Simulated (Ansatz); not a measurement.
## Be2Ge (model cell, started as antifluorite): relaxing the cell for a phonon run

Wanted: the relaxed cell of Be2Ge (model cell, started as antifluorite).

Calculated with Ansatz 0.2.0; DFT PBEsol, scalar-relativistic, plane waves, PAW.

The structure was built from a prototype and need not be the compound's stable phase.

## Step 1: The starting structure

It takes space group Fm-3m (No. 225, cubic). The conventional cell has a = 5.432 Å, b = 5.432 Å, c = 5.432 Å, α = 90.00°, β = 90.00°, γ = 90.00°. Ge has 8 Be at 2.35 Å nearest. Be has 4 Ge at 2.35 Å nearest. Farther neighbours are not listed.

## Step 2: A coarse first look

First a cheap look: the gap decides the mesh and the occupations, the pressure tells how far the cell has to move.

Input file input.yaml:

```yaml
crystal:
  lattice:
    - [0.0, 2.71586, 2.71586]
    - [2.71586, 0.0, 2.71586]
    - [2.71586, 2.71586, 0.0]
  atoms:
    - { symbol: Ge, position: [0.0, 0.0, 0.0] }
    - { symbol: Be, position: [0.25, 0.25, 0.25] }
    - { symbol: Be, position: [0.75, 0.75, 0.75] }
kpoints:
  mp_grid: { grid: [6, 6, 6] }
hamiltonian:
  xc: pbesol
scf:
  occupations: { method: gaussian, width: 0.1 }
output:
  forces: true
  stress: true
  eigenvalues: true
```

Command:

```
$ ansatz run input.yaml --threads 4 --pin off --max-ram 7168MiB --backend cpu --events-out ev --progress --plain --runs-dir out
```

Numbers of over 12 decimals in the logs are rounded to 6 here.

The log of the run:

```text
Engine: ansatz 0.2.0, x86_64-unknown-linux-gnu
Pseudopotentials: kind: paw
Pseudopotential: Ge, paw, valence charge 14, recommended cutoff 420 eV (normal), Ge.paw.azcp
Pseudopotential: Be, paw, valence charge 2, recommended cutoff 420 eV (normal), Be.paw.azcp
Functional definition: PBEsol
  exchange = pbesol_x
  correlation = pbesol_c
Crystal: 3 atoms, lattice volume = 40.064 Å³
[...]
--- Band table (eV; the first three rows and the last of 16) ---
  k-point 0: bands = [... 5 lower, -3.9472, 9.0646, 9.0646, 9.0646, 9.2865, 9.2865, 9.2865, 12.5632]
  k-point 1: bands = [... 5 lower, -3.6116, 5.8078, 7.9188, 7.9188, 10.4477, 10.4477, 10.5103, 13.8865]
  k-point 2: bands = [... 5 lower, -2.6752, 2.7490, 7.1814, 7.1814, 10.3823, 10.3823, 10.4979, 14.0547]
  k-point 15: bands = [... 5 lower, -0.9272, 2.4177, 3.5630, 3.7372, 10.2543, 10.8173, 13.6911, 15.2680]
[key lines of the parts left out:]
SCF converged after 6 iterations
Free energy (F): -4433.487840 eV
Fermi energy:    8.513594 eV
P = ⅓ Tr σ = -4.9957 GPa (-49.957 kbar)
```

Run time: 1.1 s. Hardware: 4 threads of Intel Xeon 6975P-C (Granite Rapids), shared host; peak memory 0.33 GiB.

Numbers from this step:

```yaml
pressure: -4.996 GPa
volume_per_atom: 13.35 Å³
gap_on_the_k_mesh: 0 eV
```

The coarse mesh shows no gap and a pressure of -5.0 GPa.

## Step 3: Relaxation

The cell and atoms are relaxed, since residual forces and stress would shift the frequencies.

Edit input.yaml of step 2 so:

```diff
@@ -10,3 +10,3 @@
 kpoints:
-  mp_grid: { grid: [6, 6, 6] }
+  mp_grid: { grid: [12, 12, 12] }
 hamiltonian:
@@ -19 +19,6 @@
   eigenvalues: true
+relax:
+  adjacent_minimum: "off"
+  f_tol: 0.005
+  max_steps: 80
+  cell: { stress_tol: 0.05 }
```

The log of the run:

```text
[...]
Crystal: 3 atoms, lattice volume = 40.064 Å³
Basis set: ecut = 420 eV, 749 PW (Γ), exchange–correlation on 54×54×54 points (8 copies of the dense FFT grid, shifted against one another)
Bands: 13, of which v1, the nominal top of the filled ones, is band 9 counted from 1 (8 counted from 0)
Symmetry: 48 space group operations
[...]
k-points: 72 of 1728
[...]
SCF iter   1: F=—  HF=-4433.507392 eV  |F-HF|=—  |Δ(HF+E_count)|=         —  Δρ=2.59e-3  dr2=3.69e-3  ethr=1.77e-3  ⟨swp⟩=5.3  Hψ=5319  notcnv=0
[...]
SCF iter   8: F=-4433.507038 eV  HF=-4433.507038 eV  |F-HF|=1.29e-8  |Δ(HF+E_count)|=   1.23e-7  Δρ=5.72e-6  dr2=5.97e-9  ethr=5.56e-10  ⟨swp⟩=4.0  Hψ=3137  notcnv=0
SCF 1 converged in 8 iterations: F = -4433.507038 eV  dr2 = 5.97e-9
[...]
relax step   1: F+E_penalty+E_count = -4433.50703842 eV  Δ(F+E_penalty+E_count) = +0.000e0 eV  max|allowed force component| = 3.392e-17 eV/Å  Δτ_max = 0.0000 Å  P = -4.886 GPa  Ω = 40.064 Å³  (8 SCF iters, dr2 threshold 1.00e-7 eV, accepted)
Crystal: 3 atoms, lattice volume = 38.268 Å³
Basis set: ecut = 420 eV, 725 PW (Γ), exchange–correlation on 54×54×54 points (8 copies of the dense FFT grid, shifted against one another)
[...]
iter 1 solved again at ethr=1.33e-5 eV; its pass at ethr=3.10e-3 eV (dr2=2.40e-3 eV) is discarded
[...]
SCF iter   6: F=-4433.540818 eV  HF=-4433.540818 eV  |F-HF|=3.07e-8  |Δ(HF+E_count)|=   5.53e-7  Δρ=7.19e-6  dr2=1.65e-8  ethr=1.67e-9  ⟨swp⟩=5.2  Hψ=4209  notcnv=0
SCF 2 converged in 6 iterations: F = -4433.540818 eV  dr2 = 1.65e-8
relax step   2: F+E_penalty+E_count = -4433.54081824 eV  Δ(F+E_penalty+E_count) = -3.378e-2 eV  max|allowed force component| = 1.018e-16 eV/Å  Δτ_max = 0.0000 Å  P = -0.951 GPa  Ω = 38.268 Å³  energy of the carried Pulay correction = +2.298e-4 eV  (6 SCF iters, dr2 threshold 3.00e-7 eV, accepted)
Crystal: 3 atoms, lattice volume = 37.858 Å³
[...]
SCF iter   5: F=-4433.542000 eV  HF=-4433.542000 eV  |F-HF|=6.65e-9  |Δ(HF+E_count)|=   1.51e-7  Δρ=1.06e-5  dr2=5.26e-8  ethr=1.67e-9  ⟨swp⟩=2.9  Hψ=3239  notcnv=0
SCF 3 converged in 5 iterations: F = -4433.542000 eV  dr2 = 5.26e-8
relax step   3: F+E_penalty+E_count = -4433.54199975 eV  Δ(F+E_penalty+E_count) = -1.182e-3 eV  max|allowed force component| = 1.696e-17 eV/Å  Δτ_max = 0.0000 Å  P = +0.080 GPa  Ω = 37.858 Å³  energy of the carried Pulay correction = +2.838e-4 eV  (5 SCF iters, dr2 threshold 3.00e-7 eV, accepted)
[...]
relax step   4: F+E_penalty+E_count = -4433.54200325 eV  Δ(F+E_penalty+E_count) = -3.494e-6 eV  max|allowed force component| = 4.009e-17 eV/Å  Δτ_max = 0.0000 Å  P = -0.001 GPa  Ω = 37.889 Å³  energy of the carried Pulay correction = +2.796e-4 eV  (4 SCF iters, dr2 threshold 1.59e-8 eV, accepted)
[...]
SCF iter   1: F=—  HF=-4433.541748 eV  |F-HF|=—  |Δ(HF+E_count)|=         —  Δρ=2.42e-5  dr2=5.72e-8  ethr=4.45e-7  ⟨swp⟩=2.1  Hψ=7458  notcnv=0
eigensolver tolerance schedule: the retry pair's looser diagonalisation over-reported the residual by 1399.10 of it (diagonalisation noise at 0.25 of the residual, at the tolerance the schedule requests for it); recorded, not acted on — ethr = c·dr2/N_el stays at c = 1.0e-1
[...]
SCF iter   2: F=—  HF=-4433.541755 eV  |F-HF|=—  |Δ(HF+E_count)|=   7.24e-6  Δρ=2.16e-5  dr2=8.92e-8  ethr=3.18e-10  ⟨swp⟩=2.0  Hψ=1586  notcnv=0
[...]
SCF iter   6: F=-4433.541755 eV  HF=-4433.541755 eV  |F-HF|=1.82e-12  |Δ(HF+E_count)|=  1.18e-11  Δρ=9.16e-8  dr2=4.81e-12  ethr=1.00e-12  ⟨swp⟩=5.0  Hψ=3459  notcnv=0
SCF 5 converged in 6 iterations: F = -4433.541755 eV  dr2 = 4.81e-12
relax step   5: F+E_penalty+E_count = -4433.54175533 eV  Δ(F+E_penalty+E_count) = +2.479e-4 eV  max|allowed force component| = 7.093e-17 eV/Å  Δτ_max = 0.0000 Å  P = -0.005 GPa  Ω = 37.889 Å³  stress off target by 4.91e-3 GPa  SCF on the basis re-selected at this cell (its energy is not comparable with the rows above)  (6 SCF iters)
basis re-selected at this cell: Δ(F+E_penalty+E_count) = +2.479e-4 eV, ΔP = -0.003 GPa vs the last step (what re-selecting the basis moved, of the pressure what is left beyond the Pulay correction that the steps carried, after the strain that the cell walked since its last selection, with what the two solves' SCF thresholds leave and, on support functions, any second-order correction that the steps lacked; it is no m [...]
SCF converged after 6 iterations
Free energy (F): -4433.541755 eV
[...]
Internal energy: -4433.540427 eV  (E = F + TS)
E sigma→0 (E₀):  -4433.541091 eV
Entropy (-TS):   -0.001328 eV (-0.443 meV/atom)
Fermi energy:    9.248000 eV
[...]
--- Stress (GPa, compression-positive) ---
       -0.004912      -0.000000      -0.000000
       -0.000000      -0.004912      -0.000000
       -0.000000      -0.000000      -0.004912
  P = ⅓ Tr σ = -0.0049 GPa (-0.049 kbar)
--- Band table (eV; the first three rows and the last of 72) ---
  k-point 0: bands = [... 5 lower, -3.6875, 9.7629, 9.7629, 9.7629, 9.9048, 9.9048, 9.9048, 13.7195]
  k-point 1: bands = [... 5 lower, -3.5993, 8.1476, 9.1208, 9.1208, 10.5815, 10.5815, 10.9553, 14.1587]
  k-point 2: bands = [... 5 lower, -3.3370, 6.3550, 8.5277, 8.5277, 11.1488, 11.1488, 11.3566, 14.8105]
  k-point 71: bands = [... 5 lower, -0.4426, 3.3587, 3.3587, 3.8996, 12.6874, 12.6874, 13.6172, 13.7862]
--- Relaxed structure (4 steps of the walk, 4 accepted, 1 SCFs on fresh bases) ---
  F+E_penalty+E_count = -4433.54175533 eV   max|allowed force component| = 7.093e-17 eV/Å   (the final SCF, on the basis selected at the relaxed cell)
  cell:  # Å, volume = 37.8890 Å³
    - [0, 2.665802, 2.665802]
    - [2.665802, 0, 2.665802]
    - [2.665802, 2.665802, 0]
  atoms:
    - { symbol: Ge, position: [0, 0, 0] }
    - { symbol: Be, position: [0.25, 0.25, 0.25] }
    - { symbol: Be, position: [0.75, 0.75, 0.75] }
```

Run time: 9.2 s. Hardware: 4 threads; peak memory 0.44 GiB.

Step by step:

| step | energy less that of the first step (eV) | largest force component (eV/Å) | pressure (GPa) | volume (Å³) |
| --- | --- | --- | --- | --- |
| 1 | 0.0000 | 0.0000 | -4.89 | 40.06 |
| 2 | -0.0338 | 0.0000 | -0.95 | 38.27 |
| 3 | -0.0350 | 0.0000 | 0.08 | 37.86 |
| 4 | -0.0350 | 0.0000 | 0.00 | 37.89 |
| 5* | -0.0347 | 0.0000 | 0.00 | 37.89 |

Relaxation steps marked * repeat the geometry before them on a plane-wave basis chosen anew for their cell, so energy and pressure can jump there.

Forces are held to the 48 operations that the run works with; a distortion that breaks them can't arise in this run.

| conventional cell, symmetrised | before | after | change |
| --- | --- | --- | --- |
| a (Å) | 5.432 | 5.332 | -1.8 % |
| b (Å) | 5.432 | 5.332 | -1.8 % |
| c (Å) | 5.432 | 5.332 | -1.8 % |
| volume (Å³/atom) | 13.35 | 12.63 | -5.4 % |

The relaxed structure:

```xyz
3
Lattice="0.0000 2.6658 2.6658 2.6658 0.0000 2.6658 2.6658 2.6658 0.0000" Properties=species:S:1:pos:R:3 pbc="T T T"
Ge    0.0000    0.0000    0.0000
Be    1.3329    1.3329    1.3329
Be    3.9987    3.9987    3.9987
```

This step gave:

```
pressure        : -0.004912 GPa
volume per atom : 12.63 Å³
```

In this step the volume went from 13.35 to 12.63 Å³/atom.

## Step 4: Tight relaxation

Phonons need a cell at rest on their own settings, so the relaxation is repeated with tight tolerances on forces and stress, using the mesh and the filling of the phonon run that follows.

input.yaml, the sections that differ from step 3:

```yaml
crystal:
  lattice:
    - [0.0, 2.6658020919, 2.6658020919]
    - [2.6658020919, 0.0, 2.6658020919]
    - [2.6658020919, 2.6658020919, 0.0]
  atoms:
    - { symbol: Ge, position: [0.0, 0.0, 0.0] }
    - { symbol: Be, position: [0.25, 0.25, 0.25] }
    - { symbol: Be, position: [0.75, 0.75, 0.75] }
scf:
  occupations: { method: methfessel_paxton, width: 0.15 }
relax:
  adjacent_minimum: "off"
  f_tol: 0.001
  max_steps: 60
  cell: { stress_tol: 0.01 }
# kpoints, hamiltonian, output: as in step 3
```

The log of the run:

```text
[...]
Crystal: 3 atoms, lattice volume = 37.889 Å³
Basis set: ecut = 420 eV, 725 PW (Γ), exchange–correlation on 54×54×54 points (8 copies of the dense FFT grid, shifted against one another)
Bands: 13, of which v1, the nominal top of the filled ones, is band 9 counted from 1 (8 counted from 0)
[... 1 set-up line as in the run before ...]
[...]
k-points: 72 of 1728
[...]
--- Relaxed structure (1 steps of the walk, 1 accepted, 1 SCFs on fresh bases) ---
[...]
cell:  # Å, volume = 37.8890 Å³
    - [0.0, 2.6658020919, 2.6658020919]
    - [2.6658020919, 0.0, 2.6658020919]
    - [2.6658020919, 2.6658020919, 0.0]
  atoms:
    - { symbol: Ge, position: [0.0, 0.0, 0.0] }
    - { symbol: Be, position: [0.25, 0.25, 0.25] }
    - { symbol: Be, position: [0.75, 0.75, 0.75] }
[key lines of the parts left out:]
SCF converged after 6 iterations
Free energy (F): -4433.541067 eV
Fermi energy:    9.255605 eV
P = ⅓ Tr σ = -0.0094 GPa (-0.094 kbar)
```

It took 4.2 s on 4 threads; peak memory 0.4 GiB; 6.2 s of CPU time.

Little changed from the start: no atom moved by 0.005 Å and no cell edge by 0.1 %.

Numbers from this step:

```
pressure : -0.009404 GPa
```

The forces vanish by symmetry and the pressure is -0.009 GPa, within the tolerances set. The cell now holds 12.63 Å³/atom.

## Step 5: What came out

```
space group after relaxation : Fm-3m
lattice constant a           : 5.332 Å
lattice constant b           : 5.332 Å
lattice constant c           : 5.332 Å
volume per atom              : 12.6 Å³
```

The forces vanish by symmetry and the pressure is -0.009 GPa, within the tolerances set. The cell now holds 12.63 Å³/atom. The relaxation keeps the symmetry of its start, so it says nothing on stability against lower symmetry. The starting cell was built on a prototype and not taken from a measurement, so the phase need not exist.

[Logs are printed without paths, hosts, clocks, repeated set-up lines and the standing remarks that a program may print on its own settings, such as how far it seeks lower states.]

[Hosts, paths, dates, database ids (printed as entryN), source tags and the programs' standing remarks are cut or masked in the printed files.]
